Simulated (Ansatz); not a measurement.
# ZnB2S4 (built on the sites of a database entry of ZnGa2S4): from the cell to its phonons, part 2 of 3

How does ZnB2S4 (built on the sites of a database entry of ZnGa2S4) vibrate, and is this structure a minimum?

Ansatz 0.2.0; DFT LDA, scalar-relativistic, plane waves, PAW.

So far. Step 4 (Relaxing to small forces for the phonons): The largest force component left is 0.64 meV/Å and the pressure is 0.003 GPa, within the tolerances set. The cell now holds 14.88 Å³/atom. The relaxed cell has a = 4.924, c = 8.589 Å (conventional setting).

The structure was built from a prototype and need not be the compound's stable phase.

## 5. Linear response at the zone centre

The zone centre comes first: it holds the modes that light can see, as far as symmetry allows. The response to a homogeneous field gives the Born charges and the dielectric tensor.

input.yaml reads:

```yaml
crystal:
  lattice:
    - [-2.4622124214, 2.4622124214, 4.2947311432]
    - [2.4622124214, -2.4622124214, 4.2947311432]
    - [2.4622124214, 2.4622124214, -4.2947311432]
  atoms:
    - { symbol: Zn, position: [0.25, 0.75, 0.5] }
    - { symbol: B, position: [0.0, 0.0, 0.0] }
    - { symbol: B, position: [0.75, 0.25, 0.5] }
    - { symbol: S, position: [0.3800840895, 0.3179034104, 0.4684729424] }
    - { symbol: S, position: [0.6820965896, 0.1505695321, 0.0621806792] }
    - { symbol: S, position: [0.8494304679, 0.9116111471, 0.5315270576] }
    - { symbol: S, position: [0.0883888529, 0.6199159105, 0.9378193208] }
kpoints:
  mp_grid: { grid: [8, 8, 8] }
hamiltonian:
  xc: lda
scf:
  occupations: { method: fixed }
output:
  eigenvalues: true
phonons:
  method: dfpt
  dielectric: true
  rigid_motions: translations
```

On the command line:

```sh
$ ansatz run input.yaml --threads 8 --pin off --max-ram 14336MiB --backend cpu --events-out ev --progress --plain --runs-dir out
```

Numbers of over 12 decimals in the logs are rounded to 6 here.

The log of the run:

```text
[...]
Crystal: 7 atoms, lattice volume = 104.147 Å³
Basis set: ecut = 420 eV, 2019 PW (Γ), exchange–correlation on 80×80×80 points (8 copies of the dense FFT grid, shifted against one another)
Bands: 28, of which v1, the nominal top of the filled ones, is band 21 counted from 1 (20 counted from 0)
Symmetry: 4 space group operations
k-points: 260 of 512 (irreducible under 1 space group operation, time reversal used)
[...]
SCF iter   1: F=—  HF=-7027.763886 eV  |F-HF|=—  |Δ(HF+E_count)|=         —  Δρ=5.69e-3  dr2=2.11e-2  ethr=1.77e-3  ⟨swp⟩=4.2  Hψ=30036  notcnv=0  defer=1058
[...]
SCF iter  10: F=-7027.757269 eV  HF=-7027.757269 eV  |F-HF|=9.09e-12  |Δ(HF+E_count)|=  1.00e-11  Δρ=1.95e-7  dr2=3.16e-11  ethr=1.00e-12  ⟨swp⟩=13.0  Hψ=48551  notcnv=0
SCF 1 converged in 10 iterations: F = -7027.757269 eV  dr2 = 3.16e-11
[...]
NSCF: frozen V_eff on 3 k-points
DFPT response loops at Γ: preconditioner auto → none (the input reference at scf.mixing.eps_inf says where Resta's filter doesn't serve); β = 0.50; Broyden in place of MSR1
── the response to a field inside a basis, on 8×8×8 k-points: an SCF that follows is theirs, and a resumed run solves both again ──
Bands: 22, of which v1, the nominal top of the filled ones, is band 21 counted from 1 (20 counted from 0)
k-points: 76 of 512 (time reversal used)
[...]
Eigensolver: Dense (76 Hₖ)
SCF iter   1: F=—  HF=-7027.746524 eV  |F-HF|=—  |Δ(HF+E_count)|=         —  Δρ=1.48e-4  dr2=5.61e-6  ethr=1.00e-1
[...]
SCF iter   4: F=-7027.746526 eV  HF=-7027.746526 eV  |F-HF|=1.42e-8  |Δ(HF+E_count)|=   5.62e-7  Δρ=3.52e-6  dr2=5.65e-9  ethr=1.90e-9
SCF 1 converged in 4 iterations: F = -7027.746526 eV  dr2 = 5.65e-9
[...]
SCF converged after 10 iterations
Free energy (F): -7027.757269 eV
[...]
Internal energy: -7027.757269 eV  (E = F + TS)
E sigma→0 (E₀):  -7027.757269 eV
Fermi energy:    6.819035 eV
[...]
--- Band table (eV; the first three rows and the last of 260) ---
  k-point 0: bands = [... 17 lower, 4.5229, 6.7582, 6.8190, 6.8190, 9.4510, 10.0023, 11.6080, 11.6080, ... 3 higher]
  k-point 1: bands = [... 17 lower, 4.7283, 6.1681, 6.4956, 6.7367, 9.6443, 10.7085, 11.6527, 11.6844, ... 3 higher]
  k-point 2: bands = [... 17 lower, 5.0192, 5.6613, 5.8862, 6.4900, 10.0998, 11.5170, 11.7348, 12.1733, ... 3 higher]
  k-point 259: bands = [... 17 lower, 4.5836, 5.0327, 6.1262, 6.1262, 9.9842, 10.2269, 10.3494, 10.3494, ... 3 higher]
--- Phonons (Γ-DFPT): 9 representative perturbations + reference, on 260 of 512 k-points (Σ response iterations 32) ---
  k mesh reduced under 1 symmetry operation, with k and −k counted as one. Each operation leaves every solved perturbation unchanged. A smaller set is not considered because the run solves the response to a homogeneous field
  ASR residual: 1.524e-4 → 0.000e0 eV/Å²; symmetrization residual: 3.004e-5 eV/Å²
  ASR residual per site (eV/Å²): 1.52e-4 2.23e-5 2.06e-5 2.01e-5 2.01e-5 2.01e-5 2.01e-5
  Γ frequencies (cm⁻¹): 0.00 0.00 0.00 149.24 149.24 164.77 282.47 282.47 290.88 329.01 356.02 356.02 378.61 419.57 438.30 595.29 630.81 630.81 678.69 693.40 693.40
  ε∞ (high-frequency dielectric tensor):
        6.983408    -0.000000    -0.000000
       -0.000000     6.983408    -0.000000
       -0.000000    -0.000000     6.786918
  ε⁰ (static dielectric tensor: ions relaxed, cell fixed):
        8.686371    -0.000000    -0.000000
       -0.000000     8.686371     0.000000
       -0.000000     0.000000     8.320298
  ε⁰ − ε∞ (ionic part):
        1.702963    -0.000000    -0.000000
       -0.000000     1.702963     0.000000
       -0.000000     0.000000     1.533380
  softest optical mode at Γ: 149.24 cm⁻¹; the repairs (sum rule, projections) moved no ω² at Γ by more than (4.08 cm⁻¹)²
  Born effective charges Z* (e; rows j = field, columns β = displacement):
    site 0:
         2.06091   -0.08284    0.00000
         0.08284    2.06091    0.00000
         0.00000    0.00000    1.65234
    site 1:
         1.56690   -0.08946    0.00000
         0.08946    1.56690    0.00000
        -0.00000    0.00000    1.68732
    site 2:
         1.53977    0.27667   -0.00000
        -0.27667    1.53977    0.00000
         0.00000   -0.00000    1.61644
    site 3:
        -1.11146    0.19321   -0.14750
         0.24540   -1.47233   -0.32452
        -0.25529   -0.23250   -1.23903
    site 4:
        -1.47233   -0.24540    0.32452
        -0.19321   -1.11146   -0.14750
         0.23250   -0.25529   -1.23903
    site 5:
        -1.11146    0.19321    0.14750
         0.24540   -1.47233    0.32452
         0.25529    0.23250   -1.23903
    site 6:
        -1.47233   -0.24540   -0.32452
        -0.19321   -1.11146    0.14750
        -0.23250    0.25529   -1.23903
  Z* charge neutrality: 1.994e-3 e pre-enforcement
  solved inside a basis spanned on kpoints, on 8×8×8 k-points, its susceptibility summed on 10×10×12: ε∞ is read to err by 2.0e-2, Z* by 1.4e-2 e (field_mesh: kpoints solves on kpoints); Z* is corrected for what the basis lacks
  optical modes at Γ without the LO–TO term, one row a degenerate level:
      ω (cm⁻¹)  modes    IR ((D/Å)²/amu)
        149.24      2             1.5300
        164.77      1             0.5598
        282.47      2             2.0486
        290.88      1             0.0000
        329.01      1             0.5501
        356.02      2             0.9639
        378.61      1             0.0000
        419.57      1             1.6794
        438.30      1             0.0000
        595.29      1            12.2329
[...]
optical modes at Γ + LO–TO along q̂ = [1.0000, 0.0000, 0.0000]:
      ω (cm⁻¹)  modes    IR ((D/Å)²/amu)
[...]
optical modes at Γ + LO–TO along q̂ = [0.0000, 1.0000, 0.0000]:
      ω (cm⁻¹)  modes    IR ((D/Å)²/amu)
[...]
optical modes at Γ + LO–TO along q̂ = [0.0000, 0.0000, 1.0000]:
      ω (cm⁻¹)  modes    IR ((D/Å)²/amu)
[...]
169.04      1             0.3983
        282.47      2             2.0486
        290.88      1             0.0000
        331.06      1             0.3646
        356.02      2             0.9639
        378.61      1             0.0000
        424.56      1             1.1531
        438.30      1             0.0000
        623.73      1            10.2739
        630.81      2             5.1403
        686.59      1             5.1884
        693.40      2            24.7224
```

It took 96 s on 8 threads of Intel Xeon 6975P-C (Granite Rapids), shared host; peak memory 3.4 GiB; 11 min of CPU time.

In the SCF lines HF is the Harris–Foulkes energy and dr2 the Hartree energy of the density residual, in eV; the loop may stop once dr2 is under the threshold and the program's other checks hold. Hψ counts applications of the Hamiltonian.

This step gave:

```yaml
sum_rule_residual_before_enforcement: 1.52e-4 eV/Å²
miss_of_the_charge_sum_rule: 0.001994 e
estimated_error_of_the_dielectric_tensor: 0.02012
estimated_error_of_the_born_charges: 0.01373 e
point_group: -4
highest_optical_mode_at_the_zone_centre_no_lo_to_term: 693.4 cm⁻¹
lowest_optical_zone_centre_mode: 149.2 cm⁻¹
mean_high_frequency_dielectric_constant: 6.918
largest_born_charge_third_of_the_trace: 1.925 e
mean_static_dielectric_constant: 8.564
top_of_the_zone_centre_spectrum_with_the_field: 721.1 cm⁻¹
```

Without the LO-TO term. Patterns of degenerate modes are one choice out of their space. The modes at Γ (shares of kinetic energy by element, %):

```csv
mode,frequency (cm⁻¹),symmetry,Zn %,B %,S %
1,0.0,acoustic,30,10,60
2,0.0,acoustic,30,10,60
3,0.0,acoustic,30,10,60
4,149.2,E,42,4,54
5,149.2,E,42,4,54
6,164.8,B,63,9,28
7,282.5,E,18,7,76
8,282.5,E,18,7,76
9,290.9,A,0,0,100
10,329.0,B,0,8,92
11,356.0,E,10,10,80
12,356.0,E,10,10,80
13,378.6,A,0,0,100
14,419.6,B,6,4,90
15,438.3,A,0,0,100
16,595.3,B,0,79,21
17,630.8,E,0,84,16
18,630.8,E,0,84,16
19,678.7,B,0,90,10
20,693.4,E,0,85,15
21,693.4,E,0,85,15
```

Displacements in mode 5 (149.2 cm⁻¹), the largest set to 1:
```
Zn1  1.00 -0.72  0.00
B2  -0.63  0.62  0.00
B3  -0.14  0.39  0.00
S4  -0.24 -0.31  0.77
S5  -0.65  0.87 -0.18
S6  -0.24 -0.31 -0.77
S7  -0.65  0.87  0.18
```

Displacements in mode 15 (438.3 cm⁻¹), the largest set to 1:
```
Zn1  0.00  0.00  0.00
B2   0.00  0.00  0.00
B3   0.00  0.00  0.00
S4  -0.06 -0.85 -1.00
S5  -0.85  0.06  1.00
S6   0.06  0.85 -1.00
S7   0.85 -0.06  1.00
```

Optical modes at the zone centre, without and with the macroscopic field of the longitudinal modes; each column is sorted by frequency, so a row need not hold one and the same mode. Modes with and without the field, by row:

```csv
rank among optical modes,no field (cm⁻¹),"q along (1, 0, 0) (cm⁻¹)","q along (0, 0, 1) (cm⁻¹)"
1,149.2,149.2,149.2
2,149.2,155.6,149.2
3,164.8,164.8,169
4,282.5,282.5,282.5
5,282.5,287.2,282.5
6,290.9,290.9,290.9
7,329,329,331.1
8,356,356,356
9,356,357.9,356
10,378.6,378.6,378.6
11,419.6,419.6,424.6
12,438.3,438.3,438.3
13,595.3,595.3,623.7
14,630.8,630.8,630.8
15,630.8,634.9,630.8
16,678.7,678.7,686.6
17,693.4,693.4,693.4
18,693.4,721.1,693.4
```

Born charge (rows field, columns displacement) (e), principal values of the symmetric part by kind of site:

```csv
atom,atoms with these values,low,middle,high,mean
Zn1,1,1.65,2.06,2.06,1.92
B2,1,1.57,1.57,1.69,1.61
B3,1,1.54,1.54,1.62,1.57
S4,4,-1.67,-1.36,-0.79,-1.27
```

In full for B3:

```
 1.54  0.28  0.00
-0.28  1.54  0.00
 0.00  0.00  1.62
```

High-frequency dielectric tensor:

```
6.98 0.00 0.00
0.00 6.98 0.00
0.00 0.00 6.79
```

Static dielectric tensor (ions relaxed, fixed cell):

```
8.69 0.00 0.00
0.00 8.69 0.00
0.00 0.00 8.32
```

Transverse modes. Infrared lines, with heights relative to the strongest:

```csv
position (cm⁻¹),label,relative intensity
149,E,6.2
165,B,2.3
282,E,8.3
291,A,0.0
329,B,2.2
356,E,3.9
379,A,0.0
420,B,6.8
438,A,0.0
595,B,49
631,E,21
679,B,10
693,E,100
```

Before it was imposed, the acoustic sum rule was missed by 1.5e-4 eV/Å² and the charge sum rule by 0.0020 e. Small misses are needed for a sound result but don't prove that mesh and cutoff are converged. The lowest optical mode is real, 149 cm⁻¹.

## 6. The dispersion

Stability and thermal properties need the whole zone. Linear response on a 2×2×2 q mesh gives force constants as far as a supercell of that size would, and the tensors from the zone-centre run are typed in so that the long-range dipole term is interpolated apart.

input.yaml, the sections that differ from step 5:

```yaml
phonons:
  method: dfpt
  qmesh: [2, 2, 2]
  temperatures: { t_max: 1000, t_step: 50 }
  qpath:
    path:
      - [[0.0, 0.0, 0.0], [0.0, 0.0, 0.5], [0.25, 0.25, 0.25], [0.0, 0.5, 0.0], [0.0, 0.0, 0.0], [0.5, 0.5, -0.5], [0.3321711, 0.6678289, -0.3321711]]
      - [[-0.3321711, 0.3321711, 0.3321711], [0.0, 0.0, 0.0]]
      - [[0.0, 0.0, 0.5], [-0.16434219, 0.16434219, 0.5]]
      - [[0.5, 0.5, -0.16434219], [0.5, 0.5, -0.5]]
    npoints: 10
  non_analytic_term:
    high_frequency_dielectric_tensor: [[6.9834, 0.0, 0.0], [0.0, 6.9834, 0.0], [0.0, 0.0, 6.7869]]
    born_effective_charges:
      - { species: Zn, tensor: [[2.0609, -0.0828, 0.0], [0.0828, 2.0609, 0.0], [0.0, 0.0, 1.6523]] }
      - { species: B, tensor: [[1.5669, -0.0895, 0.0], [0.0895, 1.5669, 0.0], [0.0, 0.0, 1.6873]] }
      - { species: B, tensor: [[1.5398, 0.2767, 0.0], [-0.2767, 1.5398, 0.0], [0.0, 0.0, 1.6164]] }
      - { species: S, tensor: [[-1.1115, 0.1932, -0.1475], [0.2454, -1.4723, -0.3245], [-0.2553, -0.2325, -1.239]] }
      - { species: S, tensor: [[-1.4723, -0.2454, 0.3245], [-0.1932, -1.1115, -0.1475], [0.2325, -0.2553, -1.239]] }
      - { species: S, tensor: [[-1.1115, 0.1932, 0.1475], [0.2454, -1.4723, 0.3245], [0.2553, 0.2325, -1.239]] }
      - { species: S, tensor: [[-1.4723, -0.2454, -0.3245], [-0.1932, -1.1115, 0.1475], [-0.2325, 0.2553, -1.239]] }
    source: "zone-centre run at this cell"
# crystal, kpoints, hamiltonian, scf, output: as in step 5
```

The log of the run:

```text
Warning: phonons: the dynamical matrix that this run interpolates holds no multipole term above the dipole-dipole one, and a site of this crystal is no centre of inversion, so its interpolated transverse optical and acoustic branches and sound speeds can stay off near Gamma, and the density of states and the thermodynamics with them. What a run solves at a wave vector of phonons.qpoints, Gamma apart, where the deck admits one, is free of this, and under fd what a larger phonons.supercell samples
[...]
Crystal: 7 atoms, lattice volume = 104.147 Å³
Basis set: ecut = 420 eV, 2019 PW (Γ), exchange–correlation on 80×80×80 points (8 copies of the dense FFT grid, shifted against one another)
Bands: 28, of which v1, the nominal top of the filled ones, is band 21 counted from 1 (20 counted from 0)
Symmetry: 4 space group operations
k-points: 78 of 512 (time reversal used)
[...]
SCF iter   1: F=—  HF=-7027.763884 eV  |F-HF|=—  |Δ(HF+E_count)|=         —  Δρ=5.69e-3  dr2=2.11e-2  ethr=1.77e-3  ⟨swp⟩=4.2  Hψ=9015  notcnv=0  defer=317
[...]
SCF iter  11: F=-7027.757269 eV  HF=-7027.757269 eV  |F-HF|=1.82e-12  |Δ(HF+E_count)|=  1.82e-12  Δρ=3.34e-8  dr2=6.85e-13  ethr=1.00e-12  ⟨swp⟩=12.5  Hψ=13482  notcnv=0
SCF 1 converged in 11 iterations: F = -7027.757269 eV  dr2 = 6.85e-13
[...]
DFPT response loops at q = (0, 0, 0) (fractional): preconditioner auto → none (the input reference at scf.mixing.eps_inf says where Resta's filter doesn't serve); β = 0.50; Broyden in place of MSR1
[...]
SCF converged after 11 iterations
Free energy (F): -7027.757269 eV
[...]
Internal energy: -7027.757269 eV  (E = F + TS)
E sigma→0 (E₀):  -7027.757269 eV
Fermi energy:    6.819035 eV
[...]
--- Band table (eV; the first three rows and the last of 78) ---
  k-point 0: bands = [... 17 lower, 4.5229, 6.7582, 6.8190, 6.8190, 9.4510, 10.0023, 11.6080, 11.6080, ... 3 higher]
  k-point 1: bands = [... 17 lower, 4.7283, 6.1681, 6.4956, 6.7367, 9.6443, 10.7085, 11.6527, 11.6844, ... 3 higher]
  k-point 2: bands = [... 17 lower, 5.0192, 5.6613, 5.8862, 6.4900, 10.0998, 11.5170, 11.7348, 12.1733, ... 3 higher]
  k-point 77: bands = [... 17 lower, 4.5836, 5.0327, 6.1262, 6.1262, 9.9842, 10.2269, 10.3494, 10.3494, ... 3 higher]
--- Phonons (Γ-DFPT): 9 representative perturbations + reference (Σ response iterations 30) ---
  ASR residual: 1.146e-5 → 0.000e0 eV/Å²; symmetrization residual: 1.275e-6 eV/Å²
  ASR residual per site (eV/Å²): 1.15e-5 4.89e-6 5.38e-6 9.51e-6 9.51e-6 9.51e-6 9.51e-6
[...]
--- Phonons (arbitrary-q DFPT): 4 irreducible q on the 2×2×2 mesh ---
  q = [0.0000, 0.0000, 0.0000] (star 1, of the zone-centre solve; hermiticity 1.61e-7, symmetrization 1.59e-13): -0.00 -0.00 -0.00 149.24 149.24 164.77 282.47 282.47 290.88 329.01 356.02 356.02 378.61 419.57 438.30 595.29 630.81 630.81 678.69 693.40 693.40
  q = [0.0000, 0.0000, -0.5000] (star 2, 15 solved perturbations in 2910 linear systems a pass and spin channel, the states on 260 of 512 k-point pairs; hermiticity 8.15e-8, symmetrization 1.27e-13): 102.21 110.57 119.79 153.97 185.49 199.84 214.16 256.93 313.98 318.40 319.08 347.58 391.60 420.20 438.46 607.20 661.66 664.67 675.09 697.65 703.69
  q = [0.0000, -0.5000, 0.0000] (star 4, 21 solved perturbations on 260 of 512 k-point pairs; hermiticity 1.02e-7, symmetrization 1.31e-14): 85.96 129.71 131.30 146.17 176.61 210.48 241.16 271.17 296.05 298.80 318.86 339.24 405.65 411.93 434.87 601.73 627.46 658.28 667.44 696.57 730.03
[...]
sum rule: each row above includes the acoustic sum rule's correction from the zone centre's row sums; it moved no ω² by more than (0.37 cm⁻¹)²
  mesh force constants: q→R imaginary residual 1.28e-17; ASR residual 1.146e-5 → 0.000e0 eV/Å²; symmetrization residual 1.066e-14 eV/Å²
  interpolated dispersion: 95 rows × 21 modes
  density of states and harmonic sums: on the 16×16×18 q-mesh, interpolated from the force constants of a 2×2×2 supercell (with the dipole–dipole term of supplied tensors)
  largest difference from the sums on the solved wave vectors: F 7.74e-2 eV, S 1.10e-4 and C_V 3.22e-5 eV/K
  zero-point energy: 0.488053 eV/cell   skipped modes (ω ≤ 0): 3   left out of the sums: 3.10e-5 of the cell's modes: C_V's classical limit lies that fraction below 3 k_B per atom; for a crystal, a wire or a layer, F and S can be off by more, and a phonons.interpolated_qmesh denser along its periods is the remedy for the sampling
```

Elapsed: 4.4 min, on 8 threads; peak memory 2.1 GiB; 33 min of CPU time.

Numbers from this step:

- sum-rule residual before enforcement: 1.15e-5 eV/Å²
- lowest frequency on the path: 0 cm⁻¹
- highest frequency on the path or at a solved wavevector: 746.2 cm⁻¹
- lowest mode on the q mesh (acoustic modes at Γ apart): 85.96 cm⁻¹

Frequencies (cm⁻¹) solved at each irreducible wavevector; negative means imaginary. Frequencies by wavevector, by row:

```csv
q in reciprocal lattice units,star,mode 1,mode 2,mode 3,mode 4,mode 19,mode 20,mode 21
0 0 0,1,0,0,0,149.2,678.7,693.4,693.4
0 0 -0.5,2,102.2,110.6,119.8,154,675.1,697.6,703.7
0 -0.5 0,4,86,129.7,131.3,146.2,667.4,696.6,730
-0.5 -0.5 -0.5,1,112.7,112.7,125.2,190.4,685.4,746.2,746.2
```

Interpolated from a 2×2×2 q mesh, with the LO-TO term (at Γ the limit along the path; where Γ stands inside the path, tables give the limit on arrival). Phonon branches along the path, in cm⁻¹:

```csv
point,branch 1,branch 2,branch 3,branch 4,branch 18,branch 19,branch 20,branch 21
Γ,0,0,0,149,635,679,693,721
halfway,84,98,127,146,650,671,700,712
X,102,111,120,154,665,675,698,704
halfway,106,111,120,158,666,674,697,703
P,111,111,120,170,666,672,696,703
halfway,96,120,130,150,664,669,697,718
N,86,130,131,146,658,667,697,730
halfway,62,82,118,144,644,673,698,723
Γ,0,0,0,149,635,679,693,716
halfway,82,82,108,161,625,686,723,723
M,113,113,125,190,627,685,746,746
halfway,112,118,128,180,630,680,738,744
S,105,130,135,162,648,669,718,738
jump to S0,105,130,135,162,648,669,718,738
halfway,86,94,122,141,653,668,691,725
Γ,0,0,0,149,635,679,693,721
jump to X,102,111,120,154,665,675,698,704
halfway,100,112,125,154,661,673,703,708
R,101,113,136,156,653,670,713,717
jump to G′,101,113,136,156,653,670,713,717
halfway,112,114,136,171,633,676,736,737
M,113,113,125,190,627,685,746,746
```

Tetrahedra on a 16×16×18 mesh, mean over bins of 10 cm-1. Interpolated from a 2×2×2 q mesh. Table of phonon density of states by wavenumber; read off at these points:

```csv
wavenumber (cm⁻¹),phonon density of states (1/cm⁻¹/cell)
5,3.0e-5
25,7.0e-4
45,0.00272
65,0.00719
85,0.0247
105,0.0405
125,0.0467
145,0.0442
165,0.0347
185,0.0343
205,0.0323
225,0.0218
245,0.0423
265,0.0509
285,0.0188
305,0.0426
315,0.0741
325,0.0702
345,0.0536
365,0.00896
385,0.0189
405,0.0502
415,0.0682
425,3.6e-4
435,0.0871
445,0.0129
465,0
485,0
505,0
525,0
545,0
565,0
585,0
605,0.0699
625,0.0356
645,0.0389
665,0.0682
685,0.00672
705,0.0421
725,0.0490
745,0.00449
```

The partial phonon density of states has structure finer than the step of the table below, so its rows give means over 20 cm⁻¹, whole bins alone (the curve runs from -10 to 778 cm⁻¹). Peaks (cm⁻¹: height): B 604.7: 0.0434, 634.5: 0.0423, 669.2: 0.0596, 723.7: 0.0391; S 178.4: 0.0372, 262.7: 0.0378, 317.2: 0.0608, 411.4: 0.0546, 436.2: 0.0627, 669.2: 0.0105; Zn 133.8: 0.0365, 317.2: 0.00716.

Phonopy on the run's constants, 13x13x17 mesh, Gaussian sigma 5.6 cm-1. Interpolated from a 2×2×2 q mesh. Table of partial phonon density of states by wavenumber; means over each step; values in 1/cm⁻¹/cell:

```csv
wavenumber (cm⁻¹),B,S,Zn
0,6.3e-6,3.7e-5,1.9e-5
20,5.4e-5,3.2e-4,1.7e-4
40,2.1e-4,0.00132,7.7e-4
60,5.2e-4,0.00327,0.00234
80,0.00123,0.00867,0.00997
100,0.00178,0.0148,0.0265
120,0.00151,0.0147,0.0319
140,0.00227,0.0223,0.0268
160,0.00370,0.0303,0.00995
180,0.00440,0.0311,0.00741
200,0.00336,0.0207,0.00271
220,0.00324,0.0225,0.00175
240,0.00378,0.0304,0.00168
260,0.00471,0.0349,0.00205
280,0.00162,0.0222,0.00198
300,0.00195,0.0394,0.00507
320,0.00422,0.0555,0.00660
340,0.00386,0.0428,0.00491
360,0.00175,0.0187,0.00182
380,7.6e-4,0.0148,9.0e-4
400,0.00176,0.0463,0.00215
420,8.4e-4,0.0342,0.00133
440,2.3e-4,0.0415,9.5e-4
460,7.8e-6,0.00159,3.5e-5
480,0,0,0
500,0,0,0
520,0,0,0
540,0,0,0
560,0,0,0
580,8.1e-4,1.9e-4,0
600,0.0283,0.00631,1.8e-5
620,0.0276,0.00640,1.3e-5
640,0.0374,0.00806,1.8e-5
660,0.0456,0.00847,2.4e-5
680,0.0286,0.00495,3.8e-5
700,0.0327,0.00533,1.0e-5
720,0.0364,0.00575,2.6e-5
740,0.0144,0.00207,1.7e-5
760,3.8e-4,5.0e-5,0
```

Symmetry leaves 4 wavevectors to solve. The lowest mode among them, the acoustic zeros apart, lies at q = (0, -0.5, 0) and is real, 86.0 cm⁻¹.

[end of part 2 of 3]

[Logs are printed without paths, hosts, clocks, repeated set-up lines and the standing remarks that a program may print on its own settings, such as how far it seeks lower states.]

[Hosts, paths, dates, database ids (printed as entryN), source tags and the programs' standing remarks are cut or masked in the printed files.]
